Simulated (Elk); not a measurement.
## Bands of Fe in the lowest magnetic state tried

Aim: the bands and densities of states of Fe in the lowest state of several starts.

Calculated with Elk 11.2.3 (patched build); PBE; all-electron APW+lo, Dirac cores, scalar-relativistic bands.

The database entry behind the starting cell differs from later determinations by our own check (an axis about 0.7 % long against later determinations), so it need not match the best structure at ambient conditions.

## Step 1: Set-up

It takes space group Im-3m (No. 229, cubic). The conventional cell has a = 2.886 Å, b = 2.886 Å, c = 2.886 Å, α = 90.00°, β = 90.00°, γ = 90.00°. Fe has 8 Fe at 2.50 Å nearest.

Coordinates:

```cif
data_structure
_symmetry_space_group_name_H-M 'Im-3m'
_symmetry_Int_Tables_number 229
_cell_length_a 2.8860
_cell_length_b 2.8860
_cell_length_c 2.8860
_cell_angle_alpha 90.000
_cell_angle_beta 90.000
_cell_angle_gamma 90.000
_cell_volume 24.04
loop_
_atom_site_label
_atom_site_type_symbol
_atom_site_symmetry_multiplicity
_atom_site_Wyckoff_symbol
_atom_site_fract_x
_atom_site_fract_y
_atom_site_fract_z
_atom_site_occupancy
Fe1 Fe 2 a 0.00000 0.00000 0.00000 1
```

## Step 2: Ground-state run

Bands and densities of states are read from a converged potential, so the magnetic state comes first.

This is the lowest of the starts that converged (ferro +).

Moments are seeded by fields in the spheres (the last three columns under atoms), set against the wanted direction and reduced each loop.

Contents of elk.in:

```
tasks
  0
  33
  73

xctype
  20

rgkmax
  7.0

nempty
  12

swidth
  0.005512

reducebf
  0.5

epsengy
  1e-05

maxscl
  100

lmaxi
  3

spinpol
  .true.

sppath
  './'

avec
  -2.72687479783 2.72687479783 2.72687479783
  2.72687479783 -2.72687479783 2.72687479783
  2.72687479783 2.72687479783 -2.72687479783

atoms
  1
  'Fe.in'
  1
  0.0000000000 0.0000000000 0.0000000000   0.000000 0.000000 -0.140000

ngridk
  22 22 22

plot3d
  0 0 0
  1 0 0
  0 1 0
  0 0 1
  13 13 13
```

On the command line:

```console
OMP_NUM_THREADS=4 elk
```

Numbers of over 12 decimals in the logs are rounded to 6 here.

Output:

```text
┌─────────────────────────┐
│ Elk code version 11.2.3 │
└─────────────────────────┘

All units are atomic (Hartree, Bohr, etc.)

┌─────────────────────────────────────────────────┐
│ Ground-state run starting from atomic densities │
└─────────────────────────────────────────────────┘

Lattice vectors :
  -2.726874798       2.726874798       2.726874798
   2.726874798      -2.726874798       2.726874798
   2.726874798       2.726874798      -2.726874798

Species : 1 (Fe)
 parameters loaded from : Fe.in
 name : iron
 nuclear charge    :   -26.00000000
 electronic charge :    26.00000000
 atomic mass :    101799.2075
 muffin-tin radius :    2.336542848
 number of radial points in muffin-tin :    993
 inner part over the whole radius :   0.9974870244E-02
 number on inner part of muffin-tin    :    700
 approximate nuclear radius :   0.7160107270E-04
 number of mesh points to nuclear radius :    332
 atomic positions (lattice), magnetic fields (Cartesian) :
  1 :   0.00000000  0.00000000  0.00000000    0.00000000  0.00000000 -0.14000000

Total number of atoms per unit cell :    1
Total muffin-tin volume :    53.43303687
 ratio of muffin-tin to unit cell volume :   0.6588010343

Spin treatment :
 spin-polarised
 global magnetic field (Cartesian) :    0.000000000       0.000000000       0.000000000
 collinear magnetisation in z-direction

Number of Bravais lattice symmetries :   48
Number of crystal symmetries         :   48
Crystal has inversion symmetry
Real symmetric eigensolver will be used

k-point grid :     22    22    22
k-point offset :    0.000000000       0.000000000       0.000000000
k-point set is reduced with full crystal symmetry group
Total number of k-points :      328

Muffin-tin radius times maximum |G+k| :    7.000000000
 using average radius
Maximum |G+k| for APW functions       :    2.995879150
Maximum (1/2)|G+k|²                   :    4.487645939
Maximum |G| for potential and density :    12.00000000
Constant for pseudocharge density :    7
 order of it for each species :   14
 order of it for pair densities of each species (exact exchange by exxq0 0: 14) :   10
Radial integration step length :    1

G-vector grid sizes :     20    20    20
Number of G-vectors :     2347

Maximum angular momentum used for
 APW functions            :    8
 outer part of muffin-tin :    6
 inner part of muffin-tin :    3

Number of empty states         :     12
Total number of valence states :     42
Total number of core states    :     10

Third-order local-orbitals added for an l without core states : T
Total number of local-orbitals :     23

Exchange-correlation functional :     20     0     0
 Perdew-Burke-Ernzerhof, Phys. Rev. Lett. 77, 3865 (1996)
 gradient requirement :    1
 generalised gradient approximation (GGA)

Smearing type :    3
 Fermi-Dirac
Smearing width :   0.5512000000E-02
Effective electronic temperature (K) :    1740.551937

Mixing type :    3
 Broyden mixing, J. Phys. A: Math. Gen. 17, L317 (1984)

Kohn-Sham potential initialised from atomic data

┌──────────────────────────────┐
│ Self-consistent loop started │
└──────────────────────────────┘

┌─────────────────┐
│ Loop number : 1 │
└─────────────────┘

Energies :
 Fermi                       :     0.200442
 sum of occupied eigenvalues :     -739.01899362250
 electron kinetic            :      1288.3141220438
 core electron kinetic       :      1149.7641613887
 Coulomb                     :     -2505.4460740854
 Coulomb potential           :     -1955.1012483382
 nuclear-nuclear             :     -225.54407463171
 electron-nuclear            :     -2613.6569882163
 Hartree                     :      333.75498876263
 Madelung                    :     -1527.8954499163
 xc potential                :     -72.104461167547
 xc effective B-field        :    -0.123033
 external B-field            :      0.000000
 exchange                    :     -54.585886749409
 correlation                 :     -1.206137
 electron entropic           :    -0.29004450028339E-02
 total energy                :     -1272.9268763764
 (external B-field energy excluded from total)

Density of states at Fermi energy :    27.92158487
 (states/Hartree/unit cell)

Estimated indirect band gap :   0.5555893568E-03
 from k-point 142 to k-point 184
Estimated direct band gap   :   0.8337445443E-03
 at k-point 2

Charges :
 core                        :    10.00000000
 valence                     :    16.00000000
 interstitial                :    1.109947408
 muffin-tins (core leakage)
  species : 1 (Fe)
   atom 1                    :    24.89005259     ( -0.2242659942E-06)
 total in muffin-tins        :    24.89005259
 total calculated charge     :    26.00008947
 total charge                :    26.00000000
 error                       :   0.8947417964E-04

Moments :
 interstitial                :  -0.2925671058E-01
 muffin-tins
  species : 1 (Fe)
   atom 1                    :    2.440050519
 total in muffin-tins        :    2.440050519
 total moment                :    2.410793809

[... earlier loops left out ...]

┌──────────────────┐
│ Loop number : 19 │
└──────────────────┘

Energies :
 Fermi                       :     0.295327
 sum of occupied eigenvalues :     -736.81225322140
 electron kinetic            :      1290.0128593099
 core electron kinetic       :      1149.7586500236
 Coulomb                     :     -2506.8749635916
 Coulomb potential           :     -1954.2183712712
 nuclear-nuclear             :     -225.54407463171
 electron-nuclear            :     -2617.4245045193
 Hartree                     :      336.09361555939
 Madelung                    :     -1529.7657779560
 xc potential                :     -72.490893285573
 xc effective B-field        :    -0.115848
 external B-field            :      0.000000
 exchange                    :     -54.729748424226
 correlation                 :     -1.206115
 electron entropic           :    -0.28036562140365E-02
 total energy                :     -1272.8007717876
 (external B-field energy excluded from total)

Density of states at Fermi energy :    27.06508815
 (states/Hartree/unit cell)

Estimated indirect band gap :   0.2349811989E-04
 from k-point 234 to k-point 309
Estimated direct band gap   :   0.2720161061E-02
 at k-point 327

Charges :
 core                        :    10.00000000
 valence                     :    16.00000000
 interstitial                :    1.044160542
 muffin-tins (core leakage)
  species : 1 (Fe)
   atom 1                    :    24.95583946     ( -0.2242658734E-06)
 total in muffin-tins        :    24.95583946
 total calculated charge     :    26.00008586
 total charge                :    26.00000000
 error                       :   0.8586220520E-04

Moments :
 interstitial                :  -0.4778470821E-01
 muffin-tins
  species : 1 (Fe)
   atom 1                    :    2.324454696
 total in muffin-tins        :    2.324454696
 total moment                :    2.276669988

┌──────────────────────────────┐
│ Self-consistent loop stopped │
└──────────────────────────────┘

Wrote STATE.OUT
```

Elapsed: 84 s, on 4 threads of Arm Neoverse V2, shared host; peak memory 0.17 GiB.

Read from the output:

```yaml
density_of_states_at_the_fermi_level: 0.9946 states/eV/cell
moment_between_the_spheres: -0.04779 μB
magnetization: 2.277 μB
final_state: ferromagnetic
largest_moment: 2.324 μB
```

## Step 3: Levels along a path and on the mesh

The potential is kept. Point names follow a standard table for this cell's lattice and can differ from other conventions. The density of states is interpolated from the levels on the mesh (so its value at the Fermi level can differ from the smeared one of the ground-state run), and the bands are solved anew along a path of special points.

Contents of elk.in:

```
tasks
  10
  20
  15

xctype
  20

rgkmax
  7.0

nempty
  12

swidth
  0.005512

reducebf
  0.5

epsengy
  1e-05

maxscl
  100

lmaxi
  3

spinpol
  .true.

sppath
  './'

avec
  -2.72687479783 2.72687479783 2.72687479783
  2.72687479783 -2.72687479783 2.72687479783
  2.72687479783 2.72687479783 -2.72687479783

atoms
  1
  'Fe.in'
  1
  0.0000000000 0.0000000000 0.0000000000   0.000000 0.000000 -0.000140

ngridk
  22 22 22

wplot
  300 60 1
  -0.35000 0.25000

plot1d
  7 84
  0.00000000 0.00000000 0.00000000
  0.50000000 -0.50000000 0.50000000
  0.00000000 0.00000000 0.50000000
  0.00000000 0.00000000 0.00000000
  0.25000000 0.25000000 0.25000000
  0.50000000 -0.50000000 0.50000000
  0.25000000 0.25000000 0.25000000
```

On the command line:

```console
OMP_NUM_THREADS=4 elk
```

Output:

```text
┌─────────────────────────────────┐
│ Elk code version 11.2.3 started │
└─────────────────────────────────┘

Info(readinput): the functional depends on the density's gradient
 muffin-tin radial points multiplied by    2.00000
 (not where nrmtscf is given)

┌───────────────────┐
│ Current task : 10 │
└───────────────────┘
Info(checkmt): changed muffin-tin radius of species 1 (Fe) from   2.4000 to   2.3365

Info(writedos):
 Total density of states written to TDOS.OUT

 Partial density of states written to PDOS_Sss_Aaaaa.OUT
 for all species and atoms

 Spin-quantisation axis :    0.000000000       0.000000000       1.000000000

 Eigenvalues of a random matrix symmetrised with the site
 symmetries in the Yₗₘ basis written to ELMIREP.OUT for all
 species and atoms. Degenerate eigenvalues correspond to
 irreducible representations of each site symmetry group

 Interstitial density of states written to IDOS.OUT

 Fermi energy is at zero in plots

 DOS units are states/Hartree/unit cell

┌───────────────────┐
│ Current task : 20 │
└───────────────────┘

Info(bandstr):
 Band structure plot written to BAND.OUT

 Fermi energy is at zero in plot

 Vertex location lines written to BANDLINES.OUT

┌───────────────────┐
│ Current task : 15 │
└───────────────────┘

Info(writelsj):
 muffin-tin L, S and J expectation values written to LSJ.OUT

┌──────────────────┐
│ Elk code stopped │
└──────────────────┘
```

Elapsed: 2.7 min, on 4 threads; peak memory 0.23 GiB; 7.1 min of CPU time.

Electronic bands along the path, in eV, zero at the Fermi level; # counts the bands kept:

| point | up #3 | up #4 | up #5 | up #6 | down #2 | down #3 | down #4 | down #5 |
| --- | --- | --- | --- | --- | --- | --- | --- | --- |
| Γ | -2.24 | -2.24 | -1.11 | -1.11 | -0.23 | -0.23 | -0.23 | 1.69 |
| halfway | -1.82 | -1.82 | -1.14 | 0.06 | -0.59 | 0.12 | 0.12 | 0.99 |
| H | 0.00 | 0.00 | 0.00 | 9.42 | -2.72 | 2.28 | 2.28 | 2.28 |
| halfway | -1.89 | -1.32 | 0.13 | 4.78 | -1.78 | 0.05 | 0.77 | 2.43 |
| N | -1.06 | -0.93 | 0.26 | 0.37 | -1.44 | 0.54 | 1.54 | 1.94 |
| halfway | -2.38 | -1.26 | -1.09 | -1.04 | -0.85 | -0.54 | 1.03 | 1.37 |
| Γ | -2.24 | -2.24 | -1.11 | -1.11 | -0.23 | -0.23 | -0.23 | 1.69 |
| halfway | -2.95 | -1.09 | -1.09 | -0.05 | -1.12 | -1.12 | 1.66 | 1.66 |
| P | -3.13 | -0.91 | -0.91 | 8.14 | -1.65 | -1.65 | 1.97 | 1.97 |
| halfway | -2.95 | -0.63 | -0.63 | 6.63 | -1.66 | -1.25 | 1.67 | 1.67 |
| H | 0.00 | 0.00 | 0.00 | 9.42 | -2.72 | 2.28 | 2.28 | 2.28 |
| 0.53 of the way | -3.12 | -0.66 | -0.66 | 6.53 | -1.58 | -1.44 | 1.68 | 1.68 |
| P | -3.13 | -0.91 | -0.91 | 8.14 | -1.65 | -1.65 | 1.97 | 1.97 |

The density of states has structure finer than the step of the table below, so its rows give means over 0.5 eV, whole bins alone (the curve runs from -9.52 to 6.75 eV). Peaks (eV: height): up -4.03: 1.09, -3.21: 1.86, -2.45: 1.71, -0.98: 2.80; down -2.39: 0.664, -0.71: 1.42, 1.47: 1.59, 1.90: 3.13; Fe1 d up -4.03: 0.771, -3.21: 1.60, -2.45: 1.43, -0.98: 2.71; Fe1 d down -1.36: 1.13, 1.90: 3.04.

Table of density of states by energy, zero at the Fermi level; means over each step; values in states/eV/cell:

| energy (eV) | up | down | Fe1 d up | Fe1 d down |
| --- | --- | --- | --- | --- |
| -9.0 | 0 | 0 | 0 | 0 |
| -8.5 | 3.2e-4 | 0 | 0 | 0 |
| -8.0 | 0.0167 | 0.00632 | 1.2e-5 | 0 |
| -7.5 | 0.0336 | 0.0259 | 1.8e-4 | 3.6e-5 |
| -7.0 | 0.0457 | 0.0382 | 7.6e-4 | 2.4e-4 |
| -6.5 | 0.0592 | 0.0504 | 0.00214 | 7.4e-4 |
| -6.0 | 0.0770 | 0.0612 | 0.00557 | 0.00174 |
| -5.5 | 0.103 | 0.0732 | 0.0144 | 0.00358 |
| -5.0 | 0.179 | 0.0906 | 0.0531 | 0.00735 |
| -4.5 | 0.553 | 0.112 | 0.328 | 0.0147 |
| -4.0 | 0.859 | 0.151 | 0.609 | 0.0317 |
| -3.5 | 0.602 | 0.259 | 0.487 | 0.0973 |
| -3.0 | 1.36 | 0.367 | 1.17 | 0.180 |
| -2.5 | 1.38 | 0.567 | 1.16 | 0.356 |
| -2.0 | 0.529 | 0.391 | 0.434 | 0.277 |
| -1.5 | 0.989 | 1.10 | 0.910 | 0.859 |
| -1.0 | 2.24 | 1.24 | 2.15 | 0.967 |
| -0.5 | 0.930 | 1.06 | 0.862 | 0.839 |
| 0.0 | 0.615 | 0.298 | 0.566 | 0.228 |
| 0.5 | 0.167 | 0.335 | 0.117 | 0.302 |
| 1.0 | 0.155 | 0.844 | 0.0907 | 0.785 |
| 1.5 | 0.151 | 1.37 | 0.0791 | 1.31 |
| 2.0 | 0.143 | 1.87 | 0.0681 | 1.81 |
| 2.5 | 0.138 | 0.430 | 0.0599 | 0.391 |
| 3.0 | 0.121 | 0.221 | 0.0485 | 0.171 |
| 3.5 | 0.115 | 0.192 | 0.0429 | 0.134 |
| 4.0 | 0.0987 | 0.167 | 0.0347 | 0.104 |
| 4.5 | 0.0904 | 0.147 | 0.0301 | 0.0840 |
| 5.0 | 0.0772 | 0.131 | 0.0243 | 0.0688 |
| 5.5 | 0.0609 | 0.113 | 0.0180 | 0.0541 |
| 6.0 | 0.0433 | 0.0934 | 0.0117 | 0.0412 |

## Step 4: Summary of results

```
state          : ferromagnetic
largest moment : 2.32 μB
```

In words: Right at the Fermi level (the table gives means over its steps) the density of states is 0.74 states/eV a cell for spin up and 0.26 for spin down. Within the window shown, the centres of the Fe1 d states of the two spins lie 2.2 eV apart, a rough measure of the splitting of the spins. The state is the lowest of the starts that converged. These are Kohn–Sham levels without spin–orbit coupling.

[Logs and program files are shortened in this print: banners, set-up blocks, solver, clock and traceback lines can be left out without a mark of their own.]

[Logs are printed without paths, hosts, clocks, repeated set-up lines and the standing remarks that a program may print on its own settings, such as how far it seeks lower states.]

[Hosts, paths, dates, database ids (printed as entryN), source tags and the programs' standing remarks are cut or masked in the printed files.]

[Where a cell is said to come from a database of computed structures, the database is the Materials Project.]
